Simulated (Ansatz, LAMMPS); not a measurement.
# Amorphous poly(ether ketone) with methanol (capped chains of 2 units), from a frame at 300 K (192 atoms): geometry optimisation

Aim: bring amorphous poly(ether ketone) with methanol (capped chains of 2 units), from a frame at 300 K (192 atoms) to a nearby minimum of the energy and see what moves.

Method: Kohn-Sham DFT, PBEsol, PAW (set soft_2), plane waves, in Ansatz 0.2.0.

## 1. The structure

The cell holds 192 atoms: 89 C, 17 O and 86 H. Its edges and angles: a = 12.768 Å, b = 12.768 Å, c = 12.768 Å, α = 90.0°, β = 90.0°, γ = 90.0°. 3 poly(ether ketone) chains of 2 units with methyl end groups, 5 methanol placed at random, at 1.14 g/cm³; overlaps pushed apart, then 20 ps at 800 K with MMFF94 bonds, angles, torsions, charges and radii (Halgren, J. Comput. Chem. 17, 490 (1996)) in harmonic and 12-6 forms. Snapshot after 30 ps at 300 K and fixed volume.

Before any run, some limits are plain. The network of contacts between molecules at the start is that of the classical potential that made the cell. The functional has no dispersion term, which matters for the binding between molecules or layers. Only the Γ point is sampled, in a cell whose shortest periodic width is 13 Å.

## 2. The classical run that made the cell

A classical potential supplies the starting structure, since it reaches far longer times than DFT.

This step: classical MD, MMFF94 bonds, angles, torsions, charges and radii (Halgren, J. Comput. Chem. 17, 490 (1996)) in harmonic and 12-6 forms; charges of ions scaled by 0.8 (LAMMPS 22 Jul 2025 - Update 4).

Contents of in.lmp:

```
# amorphous poly(ether ketone) with methanol
units real
atom_style full
boundary p p p
bond_style harmonic
angle_style harmonic
dihedral_style opls
improper_style harmonic
special_bonds lj 0 0 0.5 coul 0 0 0.75
read_data data.lmp
neigh_modify delay 0 every 1 check yes one 4000
comm_modify cutoff 12.0
timestep 0.5
thermo_style custom step time temp pe press density
thermo_modify norm yes
# push overlapping molecules apart
pair_style soft 2.6
pair_coeff * * 0.0
variable a equal ramp(1,60)
fix ad all adapt 1 pair soft a * * v_a
velocity all create 800 776996 mom yes dist gaussian
fix lim all nve/limit 0.03
fix lan all langevin 800 800 50 776997 zero yes
thermo 1000
run 3000 post no
unfix ad
pair_style lj/cut/coul/long 9.0
pair_modify mix arithmetic tail yes
pair_coeff 1 1 0.0678 3.3680   # C
pair_coeff 2 2 0.0678 3.5860   # C
pair_coeff 3 3 0.0678 3.4070   # C
pair_coeff 4 4 0.0763 2.9870   # O
pair_coeff 5 5 0.0763 3.0430   # O
pair_coeff 6 6 0.0216 2.5400   # H
# [... 19 lines left out ...]
compute msd all msd com yes
thermo 7500
fix md all nvt temp 300 300 100
run 30000 post no
print "== T300: mean square displacement over the hold $(c_msd[4]:%.2f) A^2"
unfix md
uncompute msd
write_dump all custom T300.dump id type xs ys zs modify sort id
```

Run with:

```console
> lmp -in in.lmp -log none -nocite
```

Numbers of over 12 decimals in the logs are rounded to 6 here.

The program printed:

```text
LAMMPS (22 Jul 2025 - Update 4)
Reading data file ...
  orthogonal box = (0 0 0) to (12.76779 12.76779 12.76779)
  192 atoms
  orthogonal box = (0 0 0) to (12.76779 12.76779 12.76779)
  196 bonds
  311 angles
  396 dihedrals
  78 impropers
   Step          Time           Temp          PotEng         Press         Density
         0   0              800            1.1516243     -14080.001      1.1389997
      1000   500            679.23696      3.1823336      26740.149      1.1389997
      2000   1000           652.07327      2.6889929      21158.404      1.1389997
      3000   1500           650.57299      2.7920579      34371.842      1.1389997
Loop time of 0.42237 s on 1 MPI rank(s) for 3000 steps with 192 atoms
PPPM initialization ...
  G vector (1/distance) = 0.27364347
  grid = 6 6 6
  estimated relative force accuracy = 3.3061429e-05
   Step          Time           Temp          PotEng         Press         Density
[... 14 lines left out ...]
      2000   1000           612.33917      2.9212187      6870.3411      1.1389997
Loop time of 1.2299 s on 1 MPI rank(s) for 2000 steps with 192 atoms
   Step          Time           Temp          PotEng         Press         Density
      2000   1000           612.33917      2.9212187      6870.3411      1.1389997
[... 5 lines left out ...]
Loop time of 13.435 s on 1 MPI rank(s) for 20000 steps with 192 atoms
   Step          Time           Temp          PotEng         Press         Density
[... 4 lines left out ...]
Loop time of 13.0768 s on 1 MPI rank(s) for 20000 steps with 192 atoms
   Step          Time           Temp          PotEng         Press         Density
[... 2 lines left out ...]
     52500   51500          330.11838      1.6950093     -3213.0586      1.1389997
     60000   59000          319.82356      1.7077275      4873.6015      1.1389997
     67500   66500          332.05135      1.5708741      3646.2225      1.1389997
     72000   71000          280.5403       1.5453414      4033.1007      1.1389997
Loop time of 18.9541 s on 1 MPI rank(s) for 30000 steps with 192 atoms
== T300: mean square displacement over the hold 1.12 A^2
```

Wall time 48 s (1 thread of Arm Neoverse V2, shared host); peak memory 0.12 GiB.

The input also reads data.lmp (atoms, bonds and types; not printed here).

## 3. Single point at the start

The forces at the start show how far the geometry lies from a minimum of this functional.

Contents of input.yaml:

```yaml
crystal:
  lattice:
    - [12.76779, 0.0, 0.0]
    - [0.0, 12.76779, 0.0]
    - [0.0, 0.0, 12.76779]
  atoms:
    - { symbol: C, position: [0.66666, 0.10796, 0.4825] }
    - { symbol: C, position: [0.75436, 0.15381, 0.54794] }
    - { symbol: C, position: [0.74264, 0.15336, 0.65753] }
    - { symbol: C, position: [0.82129, 0.20048, 0.71695] }
    - { symbol: C, position: [0.90115, 0.25688, 0.67244] }
    - { symbol: C, position: [0.8972, 0.26823, 0.5626] }
    - { symbol: C, position: [0.8291, 0.21124, 0.49868] }
    - { symbol: C, position: [0.98836, 0.30373, 0.73143] }
    - { symbol: O, position: [0.02317, 0.38739, 0.70322] }
    - { symbol: C, position: [0.01752, 0.26164, 0.83443] }
    - { symbol: C, position: [0.05884, 0.33573, 0.90408] }
    - { symbol: C, position: [0.08312, 0.29984, 0.00531] }
    - { symbol: C, position: [0.08354, 0.1894, 0.02728] }
    - { symbol: C, position: [0.05416, 0.1209, 0.95359] }
    - { symbol: C, position: [0.02143, 0.15532, 0.85541] }
    - { symbol: O, position: [0.11964, 0.16154, 0.12631] }
    - { symbol: C, position: [0.05281, 0.09975, 0.18394] }
    - { symbol: C, position: [0.94651, 0.12173, 0.1909] }
    - { symbol: C, position: [0.88875, 0.0683, 0.2591] }
    - { symbol: C, position: [0.93341, 0.98994, 0.32382] }
    - { symbol: C, position: [0.03291, 0.95337, 0.30563] }
    - { symbol: C, position: [0.09317, 0.01185, 0.23544] }
    - { symbol: C, position: [0.85688, 0.93261, 0.39162] }
    - { symbol: O, position: [0.77304, 0.90593, 0.35031] }
    - { symbol: C, position: [0.88413, 0.89773, 0.49622] }
    - { symbol: C, position: [0.96579, 0.94721, 0.55032] }
    - { symbol: C, position: [0.9888, 0.91579, 0.6519] }
    - { symbol: C, position: [0.92451, 0.8458, 0.69985] }
    - { symbol: C, position: [0.8438, 0.79424, 0.65303] }
    - { symbol: C, position: [0.82248, 0.82354, 0.54943] }
    - { symbol: O, position: [0.95048, 0.8176, 0.80367] }
    - { symbol: C, position: [0.86403, 0.82956, 0.87196] }
    [... 154 atom lines left out ...]
    - { symbol: C, position: [0.57966, 0.84837, 0.90741] }
    - { symbol: O, position: [0.62516, 0.7537, 0.88146] }
    - { symbol: H, position: [0.49606, 0.8492, 0.88443] }
    - { symbol: H, position: [0.62394, 0.91201, 0.86476] }
    - { symbol: H, position: [0.59088, 0.85994, 0.99379] }
    - { symbol: H, position: [0.59767, 0.70581, 0.93698] }
kpoints:
  mp_grid: { grid: [1, 1, 1] }
hamiltonian:
  xc: pbesol
scf:
  occupations: { method: fixed }
output:
  forces: true
  stress: true
  populations: true
  dos:
    method: { smearing: { sigma: 0.1 } }
    de: 0.1
    projected: { site_lists: { C: [C], H: [H], O: [O] } }
  eigenvalues: true
```

Run with:

```console
> ansatz run input.yaml --threads 4 --pin off --max-ram 8192MiB --backend cpu --events-out ev --progress --plain --runs-dir out
```

The program printed:

```text
Engine: ansatz 0.2.0, aarch64-unknown-linux-gnu
Pseudopotentials: kind: paw
Pseudopotential: C, paw, valence charge 4, recommended cutoff 420 eV (normal), C.paw.azcp
Pseudopotential: O, paw, valence charge 6, recommended cutoff 420 eV (normal), O.paw.azcp
Pseudopotential: H, paw, valence charge 1, recommended cutoff 420 eV (normal), H.paw.azcp
Functional definition: PBEsol
  exchange = pbesol_x
  correlation = pbesol_c
Crystal: 192 atoms, lattice volume = 2081.360 Å³
Basis set: ecut = 420 eV, 40651 PW (Γ), exchange–correlation on 180×180×180 points (8 copies of the dense FFT grid, shifted against one another)
Bands: 464, of which v1, the nominal top of the filled ones, is band 272 counted from 1 (271 counted from 0)
Symmetry: 1 space group operations
Space group: P1 (ITA 1), of the structure as read, at distance tolerance 1.3e-4 Å
k-points: 1
Non-local potential: C, projectors of the file, l = 0: 2, l = 1: 2, l = 2: 1
Non-local potential: O, projectors of the file, l = 0: 2, l = 1: 2, l = 2: 1
Non-local potential: H, projectors of the file, l = 0: 2, l = 1: 1
PAW form: soft (Blöchl's): semilocal exchange-correlation on the pseudo side does not see the compensation charge
PAW frozen core: C, regenerated for the run's functional, and the local potential with it (the file was generated under x = pbe(κ = 0.804, μ = 0.219515), c = pbe(β = 0.066725))
PAW frozen core: O, regenerated for the run's functional, and the local potential with it (the file was generated under x = pbe(κ = 0.804, μ = 0.219515), c = pbe(β = 0.066725))
PAW one-centre angular grid: C, 110 points (default); XC on 64 Gauss nodes
PAW one-centre angular grid: O, 110 points (default); XC on 64 Gauss nodes
PAW one-centre angular grid: H, 110 points (default); XC on 64 Gauss nodes
Initial density: superposition of atomic densities (neutral atoms: chi_scale 0, normalization atom), corrected by the library's trained network
Initial wavefunctions: pseudopotential atomic-orbital guess
Functional: x = pbesol(κ = 0.804, μ = 0.123457), c = pbesol(β = 0.046)
SCF iter   1: F=—  HF=-32816.230690 eV  |F-HF|=—  |Δ(HF+E_count)|=         —  Δρ=6.46e-3  dr2=9.12e-1  ethr=1.77e-3  ⟨swp⟩=5.0  Hψ=1629  notcnv=0  defer=190
preconditioner: auto → Resta (q_TF=auto, 2.182 Å⁻¹)  ε∞=2.5  [insulator: Δε(μ)=2.497 eV  Ē_g=15.335 eV  n_scr=364 (ndim 8)  ℏωp=18.9 eV  f_vac=0.232  ε∞_Penn≈2.5]
SCF iter   2: F=—  HF=-32816.044671 eV  |F-HF|=—  |Δ(HF+E_count)|=   1.86e-1  Δρ=2.79e-3  dr2=1.48e-1  ethr=1.68e-4  ⟨swp⟩=2.0  Hψ=805  notcnv=0  defer=190
SCF iter   3: F=—  HF=-32816.038470 eV  |F-HF|=—  |Δ(HF+E_count)|=   6.20e-3  Δρ=1.43e-3  dr2=4.62e-2  ethr=2.73e-5  ⟨swp⟩=2.0  Hψ=548  notcnv=0  defer=190
SCF iter   4: F=—  HF=-32816.035935 eV  |F-HF|=—  |Δ(HF+E_count)|=   2.53e-3  Δρ=6.59e-4  dr2=1.04e-2  ethr=8.48e-6  ⟨swp⟩=3.0  Hψ=550  notcnv=0  defer=190
SCF iter   5: F=—  HF=-32816.035536 eV  |F-HF|=—  |Δ(HF+E_count)|=   4.00e-4  Δρ=2.10e-4  dr2=1.26e-3  ethr=1.91e-6  ⟨swp⟩=2.0  Hψ=805  notcnv=0  defer=190
SCF iter   6: F=—  HF=-32816.035883 eV  |F-HF|=—  |Δ(HF+E_count)|=   3.47e-4  Δρ=1.17e-4  dr2=3.17e-4  ethr=2.32e-7  ⟨swp⟩=2.0  Hψ=552  notcnv=0  defer=186
SCF iter   7: F=—  HF=-32816.035951 eV  |F-HF|=—  |Δ(HF+E_count)|=   6.77e-5  Δρ=4.74e-5  dr2=4.64e-5  ethr=5.82e-8  ⟨swp⟩=2.0  Hψ=548  notcnv=0  defer=186
SCF iter   8: F=—  HF=-32816.036209 eV  |F-HF|=—  |Δ(HF+E_count)|=   2.58e-4  Δρ=1.90e-5  dr2=7.27e-6  ethr=8.53e-9  ⟨swp⟩=2.0  Hψ=547  notcnv=0  defer=186
SCF iter   9: F=—  HF=-32816.036214 eV  |F-HF|=—  |Δ(HF+E_count)|=   4.47e-6  Δρ=6.72e-6  dr2=1.05e-6  ethr=1.34e-9  ⟨swp⟩=2.0  Hψ=547  notcnv=0  defer=186
SCF iter  10: F=—  HF=-32816.036214 eV  |F-HF|=—  |Δ(HF+E_count)|=   8.00e-7  Δρ=2.48e-6  dr2=1.61e-7  ethr=1.93e-10  ⟨swp⟩=2.0  Hψ=548  notcnv=0  defer=186
SCF iter  11: F=-32816.036215 eV  HF=-32816.036215 eV  |F-HF|=1.23e-8  |Δ(HF+E_count)|=   1.10e-7  Δρ=1.10e-6  dr2=2.81e-8  ethr=1.84e-11  ⟨swp⟩=22.0  Hψ=3394  notcnv=0
SCF 1 converged in 11 iterations: F = -32816.036215 eV  dr2 = 2.81e-8
  greatest PAW one-centre occupation: 0.878 electrons in one spin orbital (limit 2), on the O atom at site 8 (counted from 0), in its partial waves of l = 0
SCF converged after 11 iterations
Free energy (F): -32816.036215 eV
Harris-Foulkes:  -32816.036215 eV  (|F-HF|=1.23e-8)
Internal energy: -32816.036215 eV  (E = F + TS)
E sigma→0 (E₀):  -32816.036215 eV
Fermi energy:    0.133001 eV
--- Per-component energies (eV) ---
  E_band       = -4005.817391
  E_kinetic    = 12216.100438
  E_local      = -39107.282367  (includes V_loc(G=0)·N_el)
  E_nonlocal   = 3425.906031
  E_hartree    = 14270.298376
  E_xc         = -6198.547690
  E_vxc        = -7790.687848  (∫ρ·V_xc dr)
  E_paw        = -11139.641341  (= ΣΔE_a)
  E_vpaw       = -1290.376951  (= ΣTr[D̂ρ^β])
  E_aug_tail   = -0.072938  (compensation charges beyond the density's cutoff)
  E_ewald      = -6285.274561
  E_core_change = 2.477839  (= ΣΔE_core)
  E_smearing   = -0.000000  (= −TS)
  E_closure    = 0.000000  (closes the sum)
  Σ components = -32816.036215   (vs F -32816.036215, Δ=0.00e0)
--- Forces (eV/Å), atoms counted from 1 ---
  atom   1  C      0.61109004    -0.28249028     0.26629650
  atom   2  C     -3.18270949    -0.52136997    -0.03384254
  atom   3  C      1.26836908     0.17315645    -0.65552104
  atom   4  C     -1.13328440    -1.11284105     1.06740114
  atom   5  C      0.26712383    -0.22951203    -1.64677808
  atom   6  C      0.65266202    -0.64778885    -0.12990637
  atom   7  C      1.47143328     1.45886426     1.67517286
  atom   8  C     -1.51329800    -0.01791130     0.45951505
  atom   9  O      0.97508147     1.20505912    -0.80618876
  atom  10  C      0.94631039     0.19147036    -0.67345458
  atom  11  C     -0.70428541    -2.30682417     1.45343186
  atom  12  C      0.33138469     0.18472280    -1.02707047
  atom  13  C      0.59182158     3.76652013     1.65809881
  atom  14  C     -0.56236644    -1.55896544    -1.47079881
[...]
atom 191  H     -0.46913636     0.41898724    -0.44439342
  atom 192  H      0.76331049     0.04450794    -0.30323910
  max |Σ_I F_I| component: 6.57e-5 eV/Å
--- Stress (GPa, compression-positive) ---
        3.038709      -0.357697      -0.143825
       -0.357697       1.326404      -0.328871
       -0.143825      -0.328871       2.353961
  P = ⅓ Tr σ = 2.2397 GPa (22.397 kbar)
--- Band table (eV) ---
  k-point 0: bands = ["-22.1307", "-22.0411", "-21.9837", "-21.0194", [... 448 levels ...], "11.2240", "11.2926", "11.3193", "11.3589", "11.3908", "11.4264", "11.4491", "11.4663", "11.5064", "11.5331", "11.5767", "11.6045"]
--- Löwdin populations: 192 sites ---
  site symbol       q [e]
     0      C      4.4850
     1      C      3.9226
     2      C      4.1391
[...]
191      H      0.6194
  spilling = 0.012140 (of n_electrons = 544.000000)
```

Run time: 39 s. Hardware: 4 threads of Arm Neoverse V2, shared host; peak memory 2.9 GiB; 2.3 min of CPU time.

In the SCF lines HF is the Harris–Foulkes energy and dr2 the Hartree energy of the density residual, in eV; the loop may stop once dr2 is under the threshold and the program's other checks hold. Hψ counts applications of the Hamiltonian.

Numbers from this run:

```yaml
free_energy: -32816.0362 eV
free_energy_per_atom: -170.9169 eV/atom
scf_cycles: 11
pressure: 2.24 GPa
r_m_s_force_component: 0.9362 eV/Å
longest_force: 4.158 eV/Å
fermi_energy: 0.133 eV
spacing_of_highest_filled_and_lowest_empty_level: 2.324 eV
spilling_of_the_projection: 0.01214
```

The r.m.s. force component of 0.94 eV/Å and the pressure of 2.2 GPa set the starting point.

Neighbours are counted within 1.85 Å (C-C), 1.34 Å (C-H), 1.73 Å (C-O), 1.21 Å (H-O).

Length of the force by element and coordination:

```
element  coordination  atoms  mean length of the force (eV/Å)  spread  least  most
      C           all     89                             1.87   0.829  0.366  4.16
      C             3     78                             1.88   0.852  0.366  4.16
      C             4     11                             1.77   0.633  0.724  2.57
      H           all     86                            0.921   0.617  0.107  3.68
      O           all     17                             1.17   0.487  0.542  2.28
      O             1      6                             1.10   0.494  0.542  1.77
      O             2     11                             1.20   0.479  0.606  2.28
```

(Part 1 of 4 ends here.)

[Logs are printed without paths, hosts, clocks, repeated set-up lines and the standing remarks that a program may print on its own settings, such as how far it seeks lower states.]

[Hosts, paths, dates, database ids (printed as entryN), source tags and the programs' standing remarks are cut or masked in the printed files.]

[The MMFF94 radii named for the starting cell were scaled by 0.96; in molecules described by MMFF94, hydrogen bound to N, O or S took a small fixed 12-6 site in their place.]
